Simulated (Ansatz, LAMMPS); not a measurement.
# Structural relaxation of amorphous 12SiO2-88GeO2 (mol %) (96 atoms), part 2 of 4

Aim: bring amorphous 12SiO2-88GeO2 (mol %) (96 atoms) to a nearby minimum of the energy and see what moves.

Ansatz 0.2.0; Kohn-Sham DFT, PBE, PAW (set soft_2), plane waves.

The cell: 4 Si, 28 Ge and 64 O. The quench rate of 50 K/ps is orders of magnitude faster than experiment. The network of bonds at the start is that of the classical potential that made the cell. The Brillouin zone is sampled at Γ only, in a cell whose shortest periodic width is 11 Å.

So far. Step 3 (Single point at the start): Neighbours are counted within 2.12 Å (O-Ge), 2.16 Å (O-Si).

**4. Cell and atoms relaxed**

The cell is relaxed with the atoms, since the starting lattice needn't suit this functional.

File input.yaml:

```yaml
crystal:
  lattice:
    - [11.4831, 0.0, 0.0]
    - [0.0, 11.4831, 0.0]
    - [0.0, 0.0, 11.4831]
  atoms:
    [... the 96 atom lines of step 3 ...]
kpoints:
  mp_grid: { grid: [1, 1, 1] }
hamiltonian:
  xc: pbe
scf:
  occupations: { method: fermi_dirac, width: 0.025 }
output:
  forces: true
relax:
  f_tol: 0.04
  max_steps: 250
  cell: {}
```

Launch:

```console
> ansatz run input.yaml --threads 4 --pin off --max-ram 8192MiB --backend cpu --events-out ev --progress --plain --runs-dir out
```

Numbers of over 12 decimals in the logs are rounded to 6 here.

The log of the run:

```text
[...]
Crystal: 96 atoms, lattice volume = 1514.180 Å³
Basis set: ecut = 420 eV, 29423 PW (Γ), exchange–correlation on 160×160×160 points (8 copies of the dense FFT grid, shifted against one another)
Bands: 492, of which v1, the nominal top of the filled ones, is band 396 counted from 1 (395 counted from 0)
Symmetry: 1 space group operations
[...]
k-points: 1
[...]
SCF iter   1: F=—  HF=-159107.431954 eV  |F-HF|=—  |Δ(HF+E_count)|=         —  Δρ=2.95e-3  dr2=1.52e-1  ethr=1.77e-3  ⟨swp⟩=6.0  Hψ=1801  notcnv=0  defer=78
[...]
SCF iter   9: F=-159107.422291 eV  HF=-159107.422291 eV  |F-HF|=5.18e-9  |Δ(HF+E_count)|=   1.28e-9  Δρ=2.17e-6  dr2=7.16e-8  ethr=1.26e-11  ⟨swp⟩=3.0  Hψ=1533  notcnv=0
SCF 1 converged in 9 iterations: F = -159107.422291 eV  dr2 = 7.16e-8
[...]
relax step   1: F+E_penalty+E_count = -159107.42229099 eV  Δ(F+E_penalty+E_count) = +0.000e0 eV  max|allowed force component| = 2.492e0 eV/Å  Δτ_max = 0.0000 Å  P = +4.376 GPa  Ω = 1514.180 Å³  (9 SCF iters, dr2 threshold 1.00e-7 eV, accepted)
[... from here on, the SCF cycles and remarks between the steps are left out ...]
relax step   2: F+E_penalty+E_count = -159111.47678262 eV  Δ(F+E_penalty+E_count) = -4.054e0 eV  max|allowed force component| = 1.758e0 eV/Å  Δτ_max = 0.1174 Å  P = +2.333 GPa  Ω = 1506.676 Å³  energy of the carried Pulay correction = +2.628e-2 eV  (8 SCF iters, dr2 threshold 9.60e-6 eV, accepted)
relax step   3: F+E_penalty+E_count = -159115.19018226 eV  Δ(F+E_penalty+E_count) = -3.713e0 eV  max|allowed force component| = 6.212e-1 eV/Å  Δτ_max = 0.1949 Å  P = -0.595 GPa  Ω = 1481.634 Å³  energy of the carried Pulay correction = +1.149e-1 eV  (9 SCF iters, dr2 threshold 9.60e-6 eV, accepted)
relax step   4: F+E_penalty+E_count = -159116.00014463 eV  Δ(F+E_penalty+E_count) = -8.100e-1 eV  max|allowed force component| = 5.102e-1 eV/Å  Δτ_max = 0.2000 Å  P = -0.010 GPa  Ω = 1455.762 Å³  energy of the carried Pulay correction = +2.081e-1 eV  (8 SCF iters, dr2 threshold 9.60e-6 eV, accepted)
relax step   5: F+E_penalty+E_count = -159116.32902687 eV  Δ(F+E_penalty+E_count) = -3.289e-1 eV  max|allowed force component| = 3.009e-1 eV/Å  Δτ_max = 0.1902 Å  P = -0.667 GPa  Ω = 1444.943 Å³  energy of the carried Pulay correction = +2.475e-1 eV  (8 SCF iters, dr2 threshold 9.60e-6 eV, accepted)
relax step   6: F+E_penalty+E_count = -159116.59715784 eV  Δ(F+E_penalty+E_count) = -2.681e-1 eV  max|allowed force component| = 3.751e-1 eV/Å  Δτ_max = 0.2000 Å  P = +0.234 GPa  Ω = 1433.075 Å³  energy of the carried Pulay correction = +2.911e-1 eV  (8 SCF iters, dr2 threshold 5.66e-6 eV, accepted)
relax step   7: F+E_penalty+E_count = -159116.82394761 eV  Δ(F+E_penalty+E_count) = -2.268e-1 eV  max|allowed force component| = 4.741e-1 eV/Å  Δτ_max = 0.2000 Å  P = +0.215 GPa  Ω = 1428.454 Å³  energy of the carried Pulay correction = +3.082e-1 eV  (8 SCF iters, dr2 threshold 8.79e-6 eV, accepted)
relax step   8: F+E_penalty+E_count = -159117.07318990 eV  Δ(F+E_penalty+E_count) = -2.492e-1 eV  max|allowed force component| = 7.468e-1 eV/Å  Δτ_max = 0.1950 Å  P = -0.090 GPa  Ω = 1426.934 Å³  energy of the carried Pulay correction = +3.138e-1 eV  (8 SCF iters, dr2 threshold 9.60e-6 eV, accepted)
relax step   9: F+E_penalty+E_count = -159117.38293273 eV  Δ(F+E_penalty+E_count) = -3.097e-1 eV  max|allowed force component| = 3.553e-1 eV/Å  Δτ_max = 0.2000 Å  P = -0.018 GPa  Ω = 1429.632 Å³  energy of the carried Pulay correction = +3.038e-1 eV  (8 SCF iters, dr2 threshold 9.60e-6 eV, accepted)
relax step  10: F+E_penalty+E_count = -159117.66579044 eV  Δ(F+E_penalty+E_count) = -2.829e-1 eV  max|allowed force component| = 4.808e-1 eV/Å  Δτ_max = 0.2000 Å  P = -0.000 GPa  Ω = 1434.672 Å³  energy of the carried Pulay correction = +2.852e-1 eV  (8 SCF iters, dr2 threshold 7.89e-6 eV, accepted)
relax step  11: F+E_penalty+E_count = -159117.81259126 eV  Δ(F+E_penalty+E_count) = -1.468e-1 eV  max|allowed force component| = 1.045e0 eV/Å  Δτ_max = 0.1949 Å  P = -0.050 GPa  Ω = 1442.005 Å³  energy of the carried Pulay correction = +2.583e-1 eV  (8 SCF iters, dr2 threshold 9.60e-6 eV, accepted)
relax step  12: F+E_penalty+E_count = -159117.71899980 eV  Δ(F+E_penalty+E_count) = +9.359e-2 eV  max|allowed force component| = 3.123e0 eV/Å  Δτ_max = 0.1944 Å  P = -0.001 GPa  Ω = 1443.043 Å³  energy of the carried Pulay correction = +2.545e-1 eV  (8 SCF iters, dr2 threshold 9.60e-6 eV, rejected (line search))
relax step  13: F+E_penalty+E_count = -159117.97827382 eV  Δ(F+E_penalty+E_count) = -1.657e-1 eV  max|allowed force component| = 8.331e-1 eV/Å  Δτ_max = 0.0972 Å  P = -0.068 GPa  Ω = 1445.048 Å³  energy of the carried Pulay correction = +2.471e-1 eV  (12 SCF iters, accepted)
relax step  14: F+E_penalty+E_count = -159118.15454468 eV  Δ(F+E_penalty+E_count) = -1.763e-1 eV  max|allowed force component| = 2.186e-1 eV/Å  Δτ_max = 0.0974 Å  P = -0.014 GPa  Ω = 1445.535 Å³  energy of the carried Pulay correction = +2.454e-1 eV  (7 SCF iters, dr2 threshold 9.60e-6 eV, accepted)
[...]
relax step  26: F+E_penalty+E_count = -159118.82036225 eV  Δ(F+E_penalty+E_count) = -5.660e-2 eV  max|allowed force component| = 2.273e-1 eV/Å  Δτ_max = 0.0964 Å  P = +0.022 GPa  Ω = 1459.132 Å³  energy of the carried Pulay correction = +1.959e-1 eV  (12 SCF iters, accepted)
relax step  27: F+E_penalty+E_count = -159118.86582402 eV  Δ(F+E_penalty+E_count) = -4.546e-2 eV  max|allowed force component| = 1.645e-1 eV/Å  Δτ_max = 0.1000 Å  P = +0.026 GPa  Ω = 1457.931 Å³  energy of the carried Pulay correction = +2.002e-1 eV  (7 SCF iters, dr2 threshold 3.23e-6 eV, accepted)
relax step  28: F+E_penalty+E_count = -159118.90767469 eV  Δ(F+E_penalty+E_count) = -4.185e-2 eV  max|allowed force component| = 8.320e-2 eV/Å  Δτ_max = 0.1500 Å  P = -0.006 GPa  Ω = 1457.642 Å³  energy of the carried Pulay correction = +2.013e-1 eV  (8 SCF iters, dr2 threshold 1.69e-6 eV, accepted)
relax step  29: F+E_penalty+E_count = -159118.91254145 eV  Δ(F+E_penalty+E_count) = -4.867e-3 eV  max|allowed force component| = 2.231e-1 eV/Å  Δτ_max = 0.1950 Å  P = -0.199 GPa  Ω = 1457.639 Å³  energy of the carried Pulay correction = +2.013e-1 eV  (9 SCF iters, dr2 threshold 4.33e-7 eV, accepted)
relax step  30: F+E_penalty+E_count = -159118.94436021 eV  Δ(F+E_penalty+E_count) = -3.182e-2 eV  max|allowed force component| = 1.277e-1 eV/Å  Δτ_max = 0.2000 Å  P = +0.048 GPa  Ω = 1455.166 Å³  energy of the carried Pulay correction = +2.103e-1 eV  (8 SCF iters, dr2 threshold 3.11e-6 eV, accepted)
relax step  31: F+E_penalty+E_count = -159118.94138532 eV  Δ(F+E_penalty+E_count) = +2.975e-3 eV  max|allowed force component| = 5.465e-2 eV/Å  Δτ_max = 0.0945 Å  P = -0.045 GPa  Ω = 1458.185 Å³  energy of the carried Pulay correction = +1.993e-1 eV  (8 SCF iters, dr2 threshold 1.02e-6 eV, accepted)
relax step  32: F+E_penalty+E_count = -159118.95104170 eV  Δ(F+E_penalty+E_count) = -9.656e-3 eV  max|allowed force component| = 1.267e-2 eV/Å  Δτ_max = 0.0460 Å  P = +0.015 GPa  Ω = 1456.039 Å³  energy of the carried Pulay correction = +2.071e-1 eV  (8 SCF iters, dr2 threshold 1.87e-7 eV, accepted)
relax step  33: F+E_penalty+E_count = -159118.87093286 eV  Δ(F+E_penalty+E_count) = +8.011e-2 eV  max|allowed force component| = 1.361e-2 eV/Å  Δτ_max = 0.0000 Å  P = -0.140 GPa  Ω = 1456.039 Å³  stress off target by 2.96e-1 GPa  SCF on the basis re-selected at this cell (its energy is not comparable with the rows above)  (9 SCF iters)
relax step  34: F+E_penalty+E_count = -159118.89585579 eV  Δ(F+E_penalty+E_count) = -2.492e-2 eV  max|allowed force component| = 3.136e-2 eV/Å  Δτ_max = 0.0673 Å  P = +0.033 GPa  Ω = 1451.201 Å³  energy of the carried Pulay correction = +1.618e-2 eV  (8 SCF iters, dr2 threshold 2.20e-7 eV, accepted)
relax step  35: F+E_penalty+E_count = -159118.89310832 eV  Δ(F+E_penalty+E_count) = +2.747e-3 eV  max|allowed force component| = 1.670e-2 eV/Å  Δτ_max = 0.0317 Å  P = -0.009 GPa  Ω = 1452.766 Å³  energy of the carried Pulay correction = +1.094e-2 eV  (9 SCF iters, dr2 threshold 1.83e-8 eV, accepted)
relax step  36: F+E_penalty+E_count = -159118.88579189 eV  Δ(F+E_penalty+E_count) = +7.316e-3 eV  max|allowed force component| = 1.654e-2 eV/Å  Δτ_max = 0.0000 Å  P = -0.016 GPa  Ω = 1452.766 Å³  stress off target by 5.07e-2 GPa  SCF on the basis re-selected at this cell (its energy is not comparable with the rows above)  (7 SCF iters)
relax step  37: F+E_penalty+E_count = -159118.88906771 eV  Δ(F+E_penalty+E_count) = -3.276e-3 eV  max|allowed force component| = 9.736e-3 eV/Å  Δτ_max = 0.0239 Å  P = +0.002 GPa  Ω = 1452.194 Å³  energy of the carried Pulay correction = +2.052e-3 eV  (9 SCF iters, dr2 threshold 6.44e-9 eV, accepted)
relax step  38: F+E_penalty+E_count = -159118.88675645 eV  Δ(F+E_penalty+E_count) = +2.311e-3 eV  max|allowed force component| = 9.748e-3 eV/Å  Δτ_max = 0.0000 Å  P = +0.001 GPa  Ω = 1452.194 Å³  stress off target by 1.03e-2 GPa  SCF on the basis re-selected at this cell (its energy is not comparable with the rows above)  (5 SCF iters)
[...]
SCF converged after 5 iterations
Free energy (F): -159118.886756 eV
[...]
Internal energy: -159118.886756 eV  (E = F + TS)
E sigma→0 (E₀):  -159118.886756 eV
Fermi energy:    4.060273 eV
[...]
--- Forces (eV/Å), atoms counted from 1 ---
  atom   1  Si     0.00168497    -0.00322186    -0.00391417
  atom   2  Si     0.00281283    -0.00757654    -0.00788104
  atom   3  Si     0.00151844    -0.00157716    -0.00135106
  atom   4  Si     0.00262117     0.00974811     0.00228362
  atom   5  Ge     0.00111848    -0.00053393     0.00137412
  atom   6  Ge    -0.00471602     0.00028641    -0.00362579
  atom   7  Ge    -0.00166155     0.00003700    -0.00086543
  atom   8  Ge     0.00184863    -0.00168229    -0.00083563
  atom   9  Ge    -0.00012293     0.00350730    -0.00211520
  atom  10  Ge    -0.00073014    -0.00055496    -0.00217458
  atom  11  Ge     0.00299031     0.00099082    -0.00353985
  atom  12  Ge     0.00291021     0.00026987     0.00098019
  atom  13  Ge    -0.00267096    -0.00303292     0.00079362
  atom  14  Ge     0.00201022    -0.00401900    -0.00069495
[...]
atom  95  O      0.00140205    -0.00035594     0.00172849
  atom  96  O     -0.00046854     0.00162148     0.00030983
  max |Σ_I F_I| component: 1.62e-5 eV/Å
--- Stress (GPa, compression-positive) ---
       -0.001804      -0.002596       0.004855
       -0.002596      -0.003578       0.001370
        0.004855       0.001370       0.008362
  P = ⅓ Tr σ = 0.0010 GPa (0.010 kbar)
--- Relaxed structure (35 steps of the walk, 33 accepted, 3 SCFs on fresh bases) ---
  F+E_penalty+E_count = -159118.88675645 eV   max|allowed force component| = 9.748e-3 eV/Å   (the final SCF, on the basis selected at the relaxed cell)
  cell:  # Å, volume = 1452.1939 Å³
    - [11.074986, -0.149791, 0.218927]
    - [-0.149791, 11.288678, -0.201525]
    - [0.218927, -0.201525, 11.625418]
  atoms:
    - { symbol: Si, position: [0.706822, 0.086171, -0.017700] }
    - { symbol: Si, position: [0.771311, 0.364803, 0.658382] }
    - { symbol: Si, position: [0.471494, 0.012043, 0.438132] }
    - { symbol: Si, position: [0.887772, 0.711875, 0.923817] }
[...]
- { symbol: O, position: [0.743876, 0.386201, 0.797115] }
```

It took 14 min on 4 threads of Arm Neoverse V1, shared host; peak memory 2.2 GiB; 56 min of CPU time.

Relaxation path (22 of 38):

```csv
step,energy less that of the first step (eV),largest force component (eV/Å),pressure (GPa),volume (Å³)
1,0.0000,2.4919,4.38,1514.18
3,-7.7679,0.6212,-0.60,1481.63
5,-8.9067,0.3009,-0.67,1444.94
6,-9.1749,0.3751,0.23,1433.08
8,-9.6509,0.7468,-0.09,1426.93
10,-10.2435,0.4808,0.00,1434.67
12,-10.2967,3.1230,0.00,1443.04
13,-10.5560,0.8331,-0.07,1445.05
15,-10.9001,0.2913,0.00,1449.87
17,-11.0418,0.2354,-0.20,1451.96
19,-11.1038,0.1189,-0.02,1452.76
20,-11.1250,0.1062,-0.06,1454.86
22,-11.2208,0.1766,0.00,1456.93
24,-11.3415,0.3072,0.07,1459.05
26,-11.3981,0.2273,0.02,1459.13
27,-11.4435,0.1645,0.03,1457.93
29,-11.4903,0.2231,-0.20,1457.64
31,-11.5191,0.0547,-0.04,1458.19
33*,-11.4486,0.0136,-0.14,1456.04
34,-11.4736,0.0314,0.03,1451.20
36*,-11.4635,0.0165,-0.02,1452.77
38*,-11.4645,0.0097,0.00,1452.19
```

Relaxation steps marked * repeat the geometry before them on a plane-wave basis chosen anew for their cell, so energy and pressure can jump there. Other such steps can lie between the rows shown. Relaxation steps 12, 25 were tried and not accepted.

```csv
cell as run,before,after,change
a (Å),11.483,11.078,-3.5 %
b (Å),11.483,11.291,-1.7 %
c (Å),11.483,11.629,+1.3 %
α (°),90.00,92.03,+2.3 %
β (°),90.00,87.78,-2.5 %
γ (°),90.00,91.55,+1.7 %
volume (Å³/atom),15.77,15.13,-4.1 %
```

The atoms that moved most (Å, as changes of fractional coordinates times the final cell):

```csv
atom,dx,dy,dz,length
O84,-0.026,0.156,1.742,1.749
O40,-0.111,-1.164,0.720,1.373
O70,-0.083,-0.040,-1.306,1.309
Ge13,0.850,0.839,0.385,1.255
O36,0.041,0.807,-0.876,1.191
O57,-0.378,-0.084,1.106,1.172
O34,0.555,0.881,0.337,1.094
O46,-0.335,-0.743,-0.688,1.067
```

The relaxation changed the energy by -119 meV/atom, and atoms moved by 0.63 Å r.m.s., 1.7 Å at most.

**5. Structure statistics after relaxation**

Bonds before and after, by the cutoffs listed below:

```csv
pair,bonds before,bonds after,mean before (Å),mean after (Å),spread before (Å),spread after (Å)
O-Ge,113,112,1.742,1.772,0.046,0.015
O-Si,16,16,1.622,1.639,0.056,0.014
```

Density 3.62 g/cm³, 15.13 Å³ an atom.

g(r), total and by pair (bins of 0.2 Å):

```csv
r (Å),total,O-O,O-Ge,O-Si,Ge-Ge,Ge-Si,Si-Si
1.60,0.75,0.00,0.00,13.45,0.00,0.00,0.00
1.80,4.47,0.00,11.49,0.00,0.00,0.00,0.00
2.00,0.00,0.00,0.00,0.00,0.00,0.00,0.00
2.20,0.00,0.00,0.00,0.00,0.00,0.00,0.00
2.40,0.00,0.00,0.00,0.00,0.00,0.00,0.00
2.60,0.45,0.97,0.05,0.00,0.00,0.00,0.00
2.80,1.78,3.94,0.04,0.00,0.00,0.62,0.00
3.00,1.52,2.69,0.39,0.00,1.29,2.28,0.00
3.20,0.91,0.73,0.28,0.65,3.74,5.06,0.00
3.40,0.81,0.61,0.80,1.17,1.79,0.47,0.00
3.60,0.73,0.55,1.13,0.85,0.00,0.00,0.00
3.80,1.00,0.65,1.58,0.94,0.30,0.73,0.00
4.00,0.95,0.66,1.31,1.39,0.72,0.33,0.00
4.20,1.04,0.67,1.38,2.15,0.91,0.58,0.00
4.40,1.23,0.68,1.73,2.22,1.21,1.06,0.00
4.60,1.08,0.85,1.38,0.54,1.38,0.50,0.00
4.80,0.89,0.99,0.83,0.10,1.03,1.34,3.23
5.00,1.11,1.58,0.59,0.64,1.41,0.83,5.65
5.20,0.93,1.20,0.57,1.01,0.97,1.51,0.00
5.40,1.02,1.35,0.67,1.00,0.91,1.23,0.00
```

Bonds by pair of elements; cutoffs follow the first minimum of g(r), held within bounds set by covalent radii, and pairs that aren't listed don't count as bonded:

```csv
pair A-B,cutoff (Å),bonds,mean length (Å),spread (Å),shortest (Å),B about A,A about B
O-Ge,2.17,112,1.77,0.015,1.73,1.75,4
O-Si,2.08,16,1.64,0.014,1.62,0.25,4
```

How many atoms have how many bonded neighbours:

```csv
element,mean,2,4
Ge,4,0,28
O,2,64,0
Si,4,0,4
```

Bond angles, per cent of each kind in bins of 5°:

```csv
angle (°),O-Ge-O,Ge-O-Ge,O-Si-O,Ge-O-Si
90–95,1.2,0.0,0.0,0.0
95–100,3.6,0.0,0.0,0.0
100–105,23.2,0.0,4.2,0.0
105–110,29.8,0.0,50.0,0.0
110–115,21.4,8.3,41.7,0.0
115–120,13.7,6.2,4.2,6.2
120–125,5.9,14.6,0.0,6.2
125–130,1.2,20.8,0.0,25.0
130–135,0.0,8.3,0.0,18.8
135–140,0.0,16.7,0.0,12.5
140–145,0.0,6.2,0.0,6.2
145–150,0.0,6.2,0.0,6.2
150–155,0.0,10.4,0.0,6.2
155–160,0.0,0.0,0.0,12.5
160–165,0.0,2.1,0.0,0.0
```

Bond angles (no mean is given where the spread exceeds 20°):

```csv
angle,count,mean (°),spread (°)
O-Ge-O,168,109,6.6
Ge-O-Ge,48,132,12.1
O-Si-O,24,109,3.1
Ge-O-Si,16,136,11.5
```

Oxygen atoms by the number of network formers (Si, P, Ge, B, Al, As, Ga) bound to them:

```csv
network formers bound to O,O atoms,per cent
0,0,0
1,0,0
2,64,100
```

Network units: each former by its oxygen neighbours and how many of them bridge to another former:

```csv
former,O neighbours,bridging O,atoms
Si,4,4,4
Ge,4,4,28
```

Rings of the network by King's shortest-path rule, up to 12 atoms, one path for each pair of neighbours; H, halogens, alkali and alkaline-earth atoms are left out, and the last column divides by all other atoms, bonded or not:

```csv
ring size (atoms),rings,per network atom
8,7,0.073
10,13,0.135
12,19,0.198
```

By these cutoffs all Ge atoms have 4, all O atoms have 2 and all Si atoms have 4 bonded neighbours. The O-Ge-O angle averages 109° with a spread of 7°. 100 % of the oxygens bridge two formers (Si and Ge) and 0 % are non-bridging. The commonest Ge unit has 4 oxygens, 4 of them shared with other formers (28 of 28 atoms). Rings of 12 atoms are the most common (49 % of those counted); sizes run from 8 to 12, where the search stops.

(Part 2 of 4 ends here.)

[Logs are printed without paths, hosts, clocks, repeated set-up lines and the standing remarks that a program may print on its own settings, such as how far it seeks lower states.]

[Hosts, paths, dates, database ids (printed as entryN), source tags and the programs' standing remarks are cut or masked in the printed files.]
